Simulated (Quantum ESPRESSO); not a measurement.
# Collinear magnetic orders of V3Pt with Quantum ESPRESSO

A self-consistent run ends on one state, which hangs on the start. Several orders of V3Pt are started in Quantum ESPRESSO and their energies compared.

Main program and level: Quantum ESPRESSO 7.5; PBEsol; plane waves with GBRV 1.5 PBEsol potentials, no spin-orbit coupling.

## (1) The structure

The structure is cubic, space group Pm-3m (No. 221). The conventional cell has a = 3.918 Å, b = 3.918 Å, c = 3.918 Å, α = 90.00°, β = 90.00°, γ = 90.00°. Nearest to V lie 4 Pt at 2.77 Å and 8 V at 2.77 Å. Nearest to Pt lie 12 V at 2.77 Å. Farther neighbours are not listed.

Coordinates:

```cif
data_structure
_symmetry_space_group_name_H-M 'P 1'
_symmetry_Int_Tables_number 1
_cell_length_a 3.9180
_cell_length_b 3.9180
_cell_length_c 3.9180
_cell_angle_alpha 90.000
_cell_angle_beta 90.000
_cell_angle_gamma 90.000
_cell_volume 60.14
loop_
_atom_site_label
_atom_site_type_symbol
_atom_site_fract_x
_atom_site_fract_y
_atom_site_fract_z
_atom_site_occupancy
V1 V 0.00000 0.50000 0.50000 1
V2 V 0.50000 0.00000 0.50000 1
V3 V 0.50000 0.50000 0.00000 1
Pt4 Pt 0.00000 0.00000 0.00000 1
```

The cell comes from the Crystallography Open Database.

## (2) Start 1: ferro ++++

The signs are those of the starting moments on the seeded atoms, the atoms that are given a moment.

ASE passes magmoms on as starting_magnetization. pw.x reads values of 1 or more as Bohr magnetons; where all are smaller, it reads them as fractions of the valence charge.

pw.py

```python
from ase import Atoms
from ase.calculators.espresso import Espresso, EspressoProfile

atoms = Atoms(['V', 'V', 'V', 'Pt'],
    cell=[[3.918, 0.0, 0.0],
         [0.0, 3.918, 0.0],
         [0.0, 0.0, 3.918]],
    scaled_positions=[[0.0, 0.5, 0.5],
         [0.5, 0.0, 0.5],
         [0.5, 0.5, 0.0],
         [0.0, 0.0, 0.0]],
    pbc=True,
    magmoms=[1.5, 1.5, 1.5, 0.6])
input_data = {
    'control': {'calculation': 'scf', 'prefix': 'pwscf', 'outdir': './tmp', 'disk_io': 'nowf', 'tprnfor': True, 'tstress': True},
    'system': {'ecutwfc': 40.0, 'ecutrho': 280.0, 'nbnd': 39, 'occupations': 'smearing', 'smearing': 'fd', 'degauss': 0.00999582, 'nspin': 2},
    'electrons': {'conv_thr': 8e-09, 'electron_maxstep': 150, 'mixing_beta': 0.3},
}
atoms.calc = Espresso(
    profile=EspressoProfile(command='mpirun -n 2 pw.x -nk 2', pseudo_dir='pseudo'),
    pseudopotentials={'V': 'v_pbesol_v1.4.uspp.F.UPF', 'Pt': 'pt_pbesol_v1.4.uspp.F.UPF'},
    input_data=input_data,
    kpts=(8, 8, 8),
    koffset=(0, 0, 0))
atoms.get_potential_energy()
energy = atoms.calc.results['free_energy']
print(f'free energy: {energy:.6f} eV')
print('site moments (muB):', atoms.get_magnetic_moments().round(3))
```

Run with:

```bash
> OMP_NUM_THREADS=1 python3 pw.py > pw.log
```

The program printed:

```text
free energy: -8783.252998 eV
site moments (muB): [-0. -0. -0.  0.]

--- espresso.pwo ---
Program PWSCF v.7.5 starts

Warning: card &CELL ignored
Warning: card &FCP ignored
Warning: card &RISM ignored

     Message from routine setup:
     using ibrav=0 with symmetry is DISCOURAGED, use correct ibrav instead

     K-points division:     npool     =       2
     Subspace diagonalization in iterative solution of the eigenvalue problem:

     G-vector sticks info
     --------------------
     sticks:   dense  smooth     PW     G-vecs:    dense   smooth      PW
     Sum        1217     697    221                31967    13949    2469

     Using Slab Decomposition

     bravais-lattice index     =            0
     lattice parameter (alat)  =       7.4039  a.u.
     unit-cell volume          =     405.8728 (a.u.)^3
     number of atoms/cell      =            4
     number of atomic types    =            2
     number of electrons       =        55.00
     number of Kohn-Sham states=           39
     kinetic-energy cutoff     =      40.0000  Ry
     charge density cutoff     =     280.0000  Ry
     scf convergence threshold =      8.0E-09
     mixing beta               =       0.3000
     number of iterations used =            8  plain     mixing
     Exchange-correlation= SLA  PW   PSX  PSC
                           (   1   4  10   8   0   0   0)

     celldm(1)=   7.403947  celldm(2)=   0.000000  celldm(3)=   0.000000
     celldm(4)=   0.000000  celldm(5)=   0.000000  celldm(6)=   0.000000

     crystal axes: (cart. coord. in units of alat)
               a(1) = (   1.000000   0.000000   0.000000 )
               a(2) = (   0.000000   1.000000   0.000000 )
               a(3) = (   0.000000   0.000000   1.000000 )

     reciprocal axes: (cart. coord. in units 2 pi/alat)
               b(1) = (  1.000000  0.000000  0.000000 )
               b(2) = (  0.000000  1.000000  0.000000 )
               b(3) = (  0.000000  0.000000  1.000000 )

     PseudoPot. # 1 for V  read from file:
     v_pbesol_v1.4.uspp.F.UPF
     Pseudo is Ultrasoft + core correction, Zval = 13.0
     Generated by new atomic code, or converted to UPF format
     Using radial grid of  853 points,  6 beta functions with:
                l(1) =   0
                l(2) =   0
                l(3) =   1
                l(4) =   1
                l(5) =   2
                l(6) =   2
     Q(r) pseudized with  8 coefficients,  rinner =    1.100   1.100   1.100
                                                       1.100   1.100

     PseudoPot. # 2 for Pt read from file:
     pt_pbesol_v1.4.uspp.F.UPF
     Pseudo is Ultrasoft + core correction, Zval = 16.0
     Generated by new atomic code, or converted to UPF format
     Using radial grid of  985 points,  6 beta functions with:
                l(1) =   0
                l(2) =   0
                l(3) =   1
                l(4) =   1
                l(5) =   2
                l(6) =   2
     Q(r) pseudized with  8 coefficients,  rinner =    1.300   1.300   1.300
                                                       1.300   1.300

     atomic species   valence    mass     pseudopotential
     V                13.00    50.94150     V ( 1.00)
     Pt               16.00   195.08400     Pt( 1.00)

     Starting magnetic structure
     atomic species   magnetization
     V               0.115
     Pt              0.037

     48 Sym. Ops., with inversion, found

   Cartesian axes

     site n.     atom                  positions (alat units)
         1        V      tau(   1) = (   0.0000000   0.5000000   0.5000000  )
         2        V      tau(   2) = (   0.5000000   0.0000000   0.5000000  )
         3        V      tau(   3) = (   0.5000000   0.5000000   0.0000000  )
         4        Pt     tau(   4) = (   0.0000000   0.0000000   0.0000000  )

     number of k points=    35  Fermi-Dirac smearing, width (Ry)=  0.0100
                       cart. coord. in units 2pi/alat
        k(    1) = (   0.0000000   0.0000000   0.0000000), wk =   0.0019531
        k(    2) = (   0.0000000   0.0000000   0.1250000), wk =   0.0117188
        k(    3) = (   0.0000000   0.0000000   0.2500000), wk =   0.0117188
        k(    4) = (   0.0000000   0.0000000   0.3750000), wk =   0.0117188
        k(    5) = (   0.0000000   0.0000000  -0.5000000), wk =   0.0058594
        [... 30 further k-points ...]

     Dense  grid:    31967 G-vectors     FFT dimensions: (  40,  40,  40)

     Smooth grid:    13949 G-vectors     FFT dimensions: (  30,  30,  30)

     Check: negative core charge=   -0.000003
     Generating pointlists ...
     new r_m :   0.2917 (alat units)  2.1596 (a.u.) for type    1
     new r_m :   0.2917 (alat units)  2.1596 (a.u.) for type    2

     Initial potential from superposition of free atoms

     starting charge      54.4966, renormalised to      55.0000

     negative rho (up, down):  9.250E-02 8.571E-02
     Starting wfcs are   42 randomized atomic wfcs

     Self-consistent Calculation

     iteration #  1     ecut=    40.00 Ry     beta= 0.30
     Davidson diagonalization with overlap
     ethr =  1.00E-02,  avg # of iterations =  3.1

     negative rho (up, down):  8.643E-02 8.189E-02

     total energy              =    -644.32150468 Ry
     estimated scf accuracy    <       3.92227110 Ry

     total magnetization       =     2.58 Bohr mag/cell
     absolute magnetization    =     2.58 Bohr mag/cell

     iteration #  2     ecut=    40.00 Ry     beta= 0.30
     Davidson diagonalization with overlap
     ethr =  7.13E-03,  avg # of iterations =  2.0

     negative rho (up, down):  8.691E-02 8.313E-02

     total energy              =    -645.34768037 Ry
     estimated scf accuracy    <       2.82815708 Ry

     total magnetization       =     2.30 Bohr mag/cell
     absolute magnetization    =     2.31 Bohr mag/cell

     iteration #  3     ecut=    40.00 Ry     beta= 0.30
     Davidson diagonalization with overlap
     ethr =  5.14E-03,  avg # of iterations =  1.6

     negative rho (up, down):  8.521E-02 8.315E-02

     total energy              =    -645.47384643 Ry
     estimated scf accuracy    <       0.23864872 Ry

     total magnetization       =     2.55 Bohr mag/cell
     absolute magnetization    =     2.55 Bohr mag/cell

     [... further iterations left out ...]

     iteration # 14     ecut=    40.00 Ry     beta= 0.30
     Davidson diagonalization with overlap
     ethr =  1.29E-07,  avg # of iterations =  2.0

     negative rho (up, down):  8.285E-02 8.284E-02

     total energy              =    -645.55723994 Ry
     estimated scf accuracy    <       0.00000902 Ry

     total magnetization       =     0.01 Bohr mag/cell
     absolute magnetization    =     0.01 Bohr mag/cell

     iteration # 15     ecut=    40.00 Ry     beta= 0.30
     Davidson diagonalization with overlap
     ethr =  1.64E-08,  avg # of iterations =  1.5

     negative rho (up, down):  8.285E-02 8.285E-02

     total energy              =    -645.55724407 Ry
     estimated scf accuracy    <       0.00000091 Ry

     total magnetization       =    -0.01 Bohr mag/cell
     absolute magnetization    =     0.01 Bohr mag/cell

     iteration # 16     ecut=    40.00 Ry     beta= 0.30
     Davidson diagonalization with overlap
     ethr =  1.66E-09,  avg # of iterations =  2.0

     negative rho (up, down):  8.285E-02 8.285E-02

     total energy              =    -645.55724477 Ry
     estimated scf accuracy    <       0.00000003 Ry

     total magnetization       =     0.00 Bohr mag/cell
     absolute magnetization    =     0.00 Bohr mag/cell

     iteration # 17     ecut=    40.00 Ry     beta= 0.30
     Davidson diagonalization with overlap
     ethr =  4.89E-11,  avg # of iterations =  2.1

     negative rho (up, down):  8.285E-02 8.285E-02

     Magnetic moment per site  (integrated on atomic sphere of radius R)
     atom   1 (R=0.292)  charge= 11.5009  magn= -0.0003
     atom   2 (R=0.292)  charge= 11.5009  magn= -0.0003
     atom   3 (R=0.292)  charge= 11.5009  magn= -0.0003
     atom   4 (R=0.292)  charge= 14.0711  magn=  0.0000

     End of self-consistent calculation

     [... lines left out ...]
     the Fermi energy is    16.6955 ev

!    total energy              =    -645.55724481 Ry
     estimated scf accuracy    <          6.9E-09 Ry
     smearing contrib. (-TS)   =      -0.02966582 Ry
     internal energy E=F+TS    =    -645.52757899 Ry

     The total energy is F=E-TS. E is the sum of the following terms:
     one-electron contribution =    -178.54129911 Ry
     hartree contribution      =     118.02633090 Ry
     xc contribution           =    -114.65244994 Ry
     ewald contribution        =    -470.36016084 Ry

     total magnetization       =    -0.00 Bohr mag/cell
     absolute magnetization    =     0.00 Bohr mag/cell

     convergence has been achieved in  17 iterations

     negative rho (up, down):  8.285E-02 8.285E-02

     Forces acting on atoms (cartesian axes, Ry/au):

     atom    1 type  1   force =     0.00000000    0.00000000    0.00000000
     atom    2 type  1   force =     0.00000000    0.00000000    0.00000000
     atom    3 type  1   force =     0.00000000    0.00000000    0.00000000
     atom    4 type  2   force =     0.00000000    0.00000000    0.00000000

     Total force =     0.000000     Total SCF correction =     0.000000

     Computing stress (Cartesian axis) and pressure

     negative rho (up, down):  8.285E-02 8.285E-02
          total   stress  (Ry/bohr**3)                   (kbar)     P=     -189.66
  -0.00128928   0.00000000   0.00000000         -189.66        0.00        0.00
   0.00000000  -0.00128928   0.00000000            0.00     -189.66        0.00
   0.00000000   0.00000000  -0.00128928            0.00        0.00     -189.66

=------------------------------------------------------------------------------=
   JOB DONE.
=------------------------------------------------------------------------------=
```

Wall time 49 s (2 MPI ranks of AMD EPYC 7R43, shared host); peak memory 0.4 GiB.

Spin moment in the atom's sphere by atom:

| atom | spin moment in the atom's sphere (μB) |
| --- | --- |
| V1 | -0.0003 |
| V2 | -0.0003 |
| V3 | -0.0003 |
| Pt4 | 0.0000 |

Read from the output:

```
smearing term TS       : 0.4036 eV
pressure               : -18.97 GPa
magnetization          : 0 μB
absolute magnetization : 0 μB
final state            : non-magnetic
```

(Continued in part 2 of 2.)

[Logs and program files are shortened in this print: banners, set-up blocks, solver, clock and traceback lines can be left out without a mark of their own.]

[Logs are printed without paths, hosts, clocks, repeated set-up lines and the standing remarks that a program may print on its own settings, such as how far it seeks lower states.]

[Hosts, paths, dates, database ids (printed as entryN), source tags and the programs' standing remarks are cut or masked in the printed files.]

[Where a cell is said to come from a database of computed structures, the database is the Materials Project.]
